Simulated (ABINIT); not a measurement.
# A GW chain in ABINIT: MoS2 (P6_3/mmc), part 2 of 2

Wanted: ground state, empty states, screening and self-energy for MoS2 (P6_3/mmc).

ABINIT 10.8.3; PBE and many-body steps on it, plane waves. Known limits of the many-body steps: not at the basis limit; screening head approximate; no spin-orbit coupling; coarse k mesh.

So far. Step 2 (Ground state): The gap is indirect, with the least direct gap 0.77 eV higher. Step 3 (Empty states on the mesh, 3×3×1 mesh, 134 bands): On this mesh the gap is 1.052 eV. The earlier step found 0.889 eV, so this mesh misses an edge.

The database entry behind the starting cell differs from later determinations by our own check (about 0.3 % long), so it need not match the best structure at ambient conditions.

## Step 4: Screening, 3×3×1 mesh, 122 bands, screening to 119.7 eV

The RPA dielectric matrix is built and inverted for each q.

This step: RPA screening on PBE, plane waves, norm-conserving pseudopotentials.

Input file run.abi:

```
acell 3*1.0 Angstrom
rprim 
  3.169000000004 -0.000000000001 0.000000000000
  -1.584500000001 2.744434504597 0.000000000000
  0.000000000000 0.000000000000 12.324000000000
ntypat 2
znucl 42 16
natom 6
typat 1 1 2 2 2 2
xred 
  0.333333333333 0.666666666667 0.250000000000
  0.666666666667 0.333333333333 0.750000000000
  0.333333333333 0.666666666667 0.623000000000
  0.666666666667 0.333333333333 0.123000000000
  0.333333333333 0.666666666667 0.877000000000
  0.666666666667 0.333333333333 0.377000000000
pp_dirpath "pseudos"
pseudos "Mo.upf, S.upf"
ecut 36
ngkpt 3 3 1
nshiftk 1
shiftk 0 0 0
kptopt 1
chksymbreak 0
istwfk *1
occopt 1
irdwfk 1
optdriver 3
nband 122
ecuteps 4.4
inclvkb 0
awtr 1
symchi 1
indata_prefix "in"
outdata_prefix "out"
tmpdata_prefix "tmp"
```

Launch:

```bash
> OMP_NUM_THREADS=1 mpirun -n 4 abinit run.abi > log
```

Numbers of over 12 decimals in the logs are rounded to 6 here.

Log:

```text
.Version 10.8.3 of ABINIT. v10.8.2 released Aug 2026.

 Symmetries : space group P6_3/m m c (#194); Bravais hP (primitive hexag.)
[... echo of the input left out ...]
== DATASET  1 ==================================================================
-   mpi_nproc: 4, omp_nthreads: 1 (-1 if OMP is not activated)

--- !DatasetInfo
iteration_state: {dtset: 1, }
dimensions: {natom: 6, nkpt: 3, mband: 122, nsppol: 1, nspinor: 1, nspden: 1, mpw: 7476, }
cutoff_energies: {ecut:  36.0, pawecutdg:  -1.0, }
electrons: {nelect:   5.20000000E+01, charge:   0.00000000E+00, occopt:   1.00000000E+00, tsmear:   1.00000000E-02, }

 SCREENING: Calculation of the susceptibility and dielectric matrices

 Based on a program developped by R.W. Godby, V. Olevano, G. Onida, and L. Reining.
 Incorporated in ABINIT by V. Olevano, G.-M. Rignanese, and M. Torrent.
.Using double precision arithmetic ; gwpc =  8

[... cell and pseudopotentials left out ...]
--------------------------------------------------------------------------------

 ==== K-mesh for the wavefunctions ====
 Number of points in the irreducible wedge :     3
[... list of points left out ...]
 Together with 24 symmetry operations and time-reversal symmetry
 yields     9 points in the full Brillouin Zone.

 ==== Q-mesh for the screening function ====
 Number of points in the irreducible wedge :     3
[... list of points left out ...]
 Together with 24 symmetry operations and time-reversal symmetry
 yields     9 points in the full Brillouin Zone.

 setmesh: FFT mesh size selected  =    20x   20x   90
          total number of points  =        36000

 vcoul_init : cutoff-mode = AUXILIARY_FUNCTION
 q-points for optical limit:   1
     1)      0.000010    0.000020    0.000030

- screening: taking advantage of time-reversal symmetry
- Maximum band index for partially occupied states nbvw = 26
- Remaining bands to be divided among processors   nbcw = 96
- Number of bands treated by each node ~24

 Number of electrons calculated from density =   52.0000; Expected =   52.0000
 average of density, n =  0.071892
 r_s =    1.4919
 omega_plasma =   25.8640 [eV]

 calculating chi0 at frequencies [eV] :
  1    0.000000E+00    0.000000E+00
  2    0.000000E+00    2.586399E+01

--------------------------------------------------------------------------------
  q-point number  1        q = ( 0.000000, 0.000000, 0.000000) [r.l.u.]
--------------------------------------------------------------------------------
[... chi0 elements left out ...]
 For q-point:  0.000010 0.000020 0.000030
  dielectric constant =  19.1156
  dielectric constant without local fields =  21.7063

  Average fulfillment of the sum rule on Im[epsilon] for q-point    1 :     72.29  [%]
[... wings left out ...]
  q-point number  2        q = ( 0.333333, 0.000000, 0.000000) [r.l.u.]
--------------------------------------------------------------------------------
[... chi0 elements left out ...]
  Average fulfillment of the sum rule on Im[epsilon] for q-point    2 :     68.24  [%]

 [... 1 further q-points ...]
```

Elapsed: 12 s, on 4 MPI ranks of Arm Neoverse V1, shared host; peak memory 0.72 GiB.

This step gave:

```
ε∞ with local fields, on this mesh, along the program's q direction : 19.12
the same without local fields                                       : 21.71
plasma frequency                                                    : 25.86 eV
plane waves in the screening matrix                                 : 315
```

Local fields lower ε∞ by 12 %. On a Γ-centred mesh this coarse the value itself is usually too large, while a short band sum pulls it down.

## Step 5: Self-energy, 3×3×1 mesh, 122 bands, screening to 119.7 eV

The self-energy is evaluated for the states that the input lists, and the levels follow from it, in one-shot runs by the linearised quasiparticle equation.

This step: G0W0 on PBE, plane waves, norm-conserving pseudopotentials.

Edit run.abi of step 4 so:

```diff
@@ -27,8 +27,17 @@
 irdwfk 1
-optdriver 3
+optdriver 4
 nband 122
+gwcalctyp 0
+ecutsigx 36
+symsigma 1
+nkptgw 2
+kptgw 
+  0.0000000000 0.0000000000 0.0000000000
+  0.3333333333 0.3333333333 0.0000000000
+bdgw 
+  25 28
+  25 28
 ecuteps 4.4
-inclvkb 0
-awtr 1
-symchi 1
+irdscr 1
+ppmodel 1
 indata_prefix "in"
```

Log:

```text
.Version 10.8.3 of ABINIT. v10.8.2 released Aug 2026.

 Symmetries : space group P6_3/m m c (#194); Bravais hP (primitive hexag.)
[... echo of the input left out ...]
== DATASET  1 ==================================================================
-   mpi_nproc: 4, omp_nthreads: 1 (-1 if OMP is not activated)

--- !DatasetInfo
iteration_state: {dtset: 1, }
dimensions: {natom: 6, nkpt: 3, mband: 122, nsppol: 1, nspinor: 1, nspden: 1, mpw: 7476, }
cutoff_energies: {ecut:  36.0, pawecutdg:  -1.0, }
electrons: {nelect:   5.20000000E+01, charge:   0.00000000E+00, occopt:   1.00000000E+00, tsmear:   1.00000000E-02, }

 SIGMA: Calculation of the GW corrections

 Based on a program developped by R.W. Godby, V. Olevano, G. Onida, and L. Reining.
 Incorporated in ABINIT by V. Olevano, G.-M. Rignanese, and M. Torrent.
.Using double precision arithmetic ; gwpc =  8

[... cell and pseudopotentials left out ...]
--------------------------------------------------------------------------------

 ==== K-mesh for the wavefunctions ====
 Number of points in the irreducible wedge :     3
[... list of points left out ...]
 Together with 24 symmetry operations and time-reversal symmetry
 yields     9 points in the full Brillouin Zone.

 ==== Q-mesh for screening function ====
 Number of points in the irreducible wedge :     3
[... list of points left out ...]
 Together with 24 symmetry operations and time-reversal symmetry
 yields     9 points in the full Brillouin Zone.

 vcoul_init : cutoff-mode = AUXILIARY_FUNCTION
 q-points for optical limit:   1
     1)      0.000010    0.000020    0.000030
 setmesh: FFT mesh size selected  =    32x   32x  128
          total number of points  =       131072

 Number of electrons calculated from density =   52.0000; Expected =   52.0000
 average of density, n =  0.071892
 r_s =    1.4919
 omega_plasma =   25.8640 [eV]

 === KS Band Gaps ===
  >>>> For spin  1
   Minimum direct gap =   1.6539 [eV], located at k-point      :   0.3333  0.3333  0.0000
   Fundamental gap    =   1.0518 [eV], Top of valence bands at :   0.0000  0.0000  0.0000
                                       Bottom of conduction at :   0.3333  0.3333  0.0000
 SIGMA fundamental parameters:
 PLASMON POLE MODEL  1
 number of plane-waves for SigmaX                 7437
 number of plane-waves for SigmaC and W            315
 number of plane-waves for wavefunctions          7437
 number of bands                                   122
 number of independent spin polarizations            1
 number of spinorial components                      1
 number of k-points in IBZ                           3
 number of q-points in IBZ                           3
 number of symmetry operations                      24
 number of k-points in BZ                            9
 number of q-points in BZ                            9
 number of frequencies for dSigma/dE                 9
 frequency step for dSigma/dE [eV]                0.25
 number of omega for Sigma on real axis              0
 max omega for Sigma on real axis  [eV]           0.00
 zcut for avoiding poles [eV]                     0.10

 EPSILON^-1 parameters (SCR file):
 dimension of the eps^-1 matrix on file            315
 dimension of the eps^-1 matrix used               315
 number of plane-waves for wavefunctions          7437
 number of bands                                   122
 number of q-points in IBZ                           3
 number of frequencies                               2
 number of real frequencies                          1
 number of imag frequencies                          1

 matrix elements of self-energy operator (all in [eV])

 Perturbative Calculation

--- !SelfEnergy_ee
iteration_state: {dtset: 1, }
kpoint     : [   0.000,    0.000,    0.000, ]
spin       : 1
KS_gap     :    2.100
QP_gap     :    2.544
Delta_QP_KS:    0.445
data: !SigmaeeData |
     Band     E0 <VxcDFT>   SigX SigC(E0)      Z dSigC/dE  Sig(E)    E-E0       E
       25   7.290 -15.395 -16.765   1.681   0.780  -0.282 -15.152   0.243   7.533
       26   8.434 -16.370 -17.413   1.477   0.777  -0.287 -16.033   0.336   8.771
       27  10.534 -15.683 -10.950  -3.732   0.781  -0.281 -14.902   0.781  11.315
       28  10.534 -15.683 -10.950  -3.732   0.781  -0.281 -14.902   0.781  11.315

--- !SelfEnergy_ee
iteration_state: {dtset: 1, }
kpoint     : [   0.333,    0.333,    0.000, ]
spin       : 1
KS_gap     :    1.654
QP_gap     :    2.300
Delta_QP_KS:    0.646
data: !SigmaeeData |
     Band     E0 <VxcDFT>   SigX SigC(E0)      Z dSigC/dE  Sig(E)    E-E0       E
       25   7.670 -16.196 -17.477   1.692   0.779  -0.284 -15.876   0.320   7.991
       26   7.832 -16.549 -17.783   1.691   0.778  -0.286 -16.194   0.355   8.187
       27   9.486 -17.601 -12.714  -3.596   0.775  -0.290 -16.600   1.001  10.487
       28   9.486 -17.601 -12.714  -3.596   0.775  -0.290 -16.600   1.001  10.487

== END DATASET(S) ==============================================================
================================================================================

 -outvars: echo values of variables after computation  --------
           etotal      0.0000000000E+00
            nband         122
             nkpt           3
          spgroup         194
 [... the other variables as echoed above ...]

 Calculation completed.
```

It took 9.4 s on 4 MPI ranks; peak memory 0.71 GiB.

Numbers from this step:

```yaml
g0w0_gap_on_the_points_computed: 1.716 eV
starting_gap_on_the_mesh: 1.052 eV
k_of_the_valence_top: 0, 0, 0
k_of_the_conduction_bottom: 0.3333, 0.3333, 0
z_at_the_valence_top: 0.777
z_at_the_conduction_bottom: 0.775
least_direct_g0w0_gap_on_the_computed_points: 2.300 eV
```

The gap on the mesh goes from 1.05 eV to 1.72 eV, a correction of +0.66 eV. The start differs from the 0.89 eV found before because the two sample other k points.

Limits: finite bands, cutoff and mesh; screening head approximate; no spin-orbit coupling; coarse k mesh. v1 is the top filled band, c1 the lowest empty one. The levels before and after the correction (eV, zero at the valence-band top of each column):

|  | conduction bottom | valence top |
| --- | --- | --- |
| Kohn-Sham | 1.05 | 0.00 |
| G0W0 | 1.72 | 0.00 |

|  | level | energy (eV) |
| --- | --- | --- |
| Kohn-Sham | Γ v2 | -1.145 |
| Kohn-Sham | Γ v1 | 0.000 |
| Kohn-Sham | Γ c1-c2 | 2.100 |
| Kohn-Sham | (0.333 0.333 0) v2 | -0.764 |
| Kohn-Sham | (0.333 0.333 0) v1 | -0.602 |
| Kohn-Sham | (0.333 0.333 0) c1-c2 | 1.052 |
| G0W0 | Γ v2 | -1.238 |
| G0W0 | Γ v1 | 0.000 |
| G0W0 | Γ c1-c2 | 2.544 |
| G0W0 | (0.333 0.333 0) v2 | -0.780 |
| G0W0 | (0.333 0.333 0) v1 | -0.584 |
| G0W0 | (0.333 0.333 0) c1-c2 | 1.716 |

## Step 6: Where the time went

Times are wall times on the hardware named with each run, good to a factor of about two.

| step | time | share | memory (GiB) |
| --- | --- | --- | --- |
| ground state | 51 s | 46 % | 0.44 |
| empty states on the mesh | 39 s | 35 % | 0.31 |
| screening | 12 s | 11 % | 0.72 |
| self-energy | 9.4 s | 8 % | 0.71 |

## Step 7: What came out

| Quantity | Value |
| --- | --- |
| PBE gap | 0.89 eV, indirect |
| G0W0 gap on the mesh | 1.72 eV |
| G0W0 gap over the zone (rigid shift) | 1.55 eV |
| GW settings | 3×3×1 mesh, 122 bands, screening to 119.7 eV, Godby-Needs plasmon pole |
| known limits | not at the basis limit; screening head approximate; no spin-orbit coupling; coarse k mesh |

In words: G0W0 moves the gap on the mesh from 1.05 eV to 1.72 eV (+0.66 eV), with Z of 0.78 and 0.78 at the edges. The mesh misses the band edges by 0.16 eV in all; a rigid shift gives 1.55 eV for the zone. Local fields lower the RPA ε∞ on this mesh from 21.71 to 19.12; a Γ-centred mesh this coarse tends to raise both, most where the direct gap is narrow, while a short band sum lowers them. Only 2 of the mesh's irreducible points were corrected, so a valley elsewhere could overtake. Bands and cutoff are finite, so the gap is not at the basis limit. The miss can reach some tenths of an eV and take either sign; the mesh is an error of its own. In the G0W0 run levels were corrected at 2 k points alone, so a gap called «on the mesh» is the least over those, and an edge elsewhere would be missed. A denser mesh or path gives a starting gap of 0.89 eV: the GW mesh misses a band edge, so its gaps are not the fundamental one. The 3×3×1 mesh is coarse for this cell, which bears on the long-range parts of exchange and screening. The long-wavelength limit of the screening leaves out the non-local commutator, which shifts ε∞. The many-body steps are scalar-relativistic: spin-orbit coupling is not in them.

[Paths, hosts, dates, memory and timing lines, banners, echoed tables and standing remarks are left out of the program output.]

[Logs are printed without paths, hosts, clocks, repeated set-up lines and the standing remarks that a program may print on its own settings, such as how far it seeks lower states.]

[Runs of the session that timed out or met a known fault of the program may be left out.]

[Hosts, paths, dates, database ids (printed as entryN), source tags and the programs' standing remarks are cut or masked in the printed files.]

[G0W0 gaps are taken among the corrected bands and points alone; a level outside them can change the order at an edge.]

[Where Ansatz stands beside ABINIT at settings called matched, ABINIT's density can come from a denser mesh and the files from another edition; pairs whose starting gaps differed by over 0.03 eV were left out, so agreement reads better than it is.]
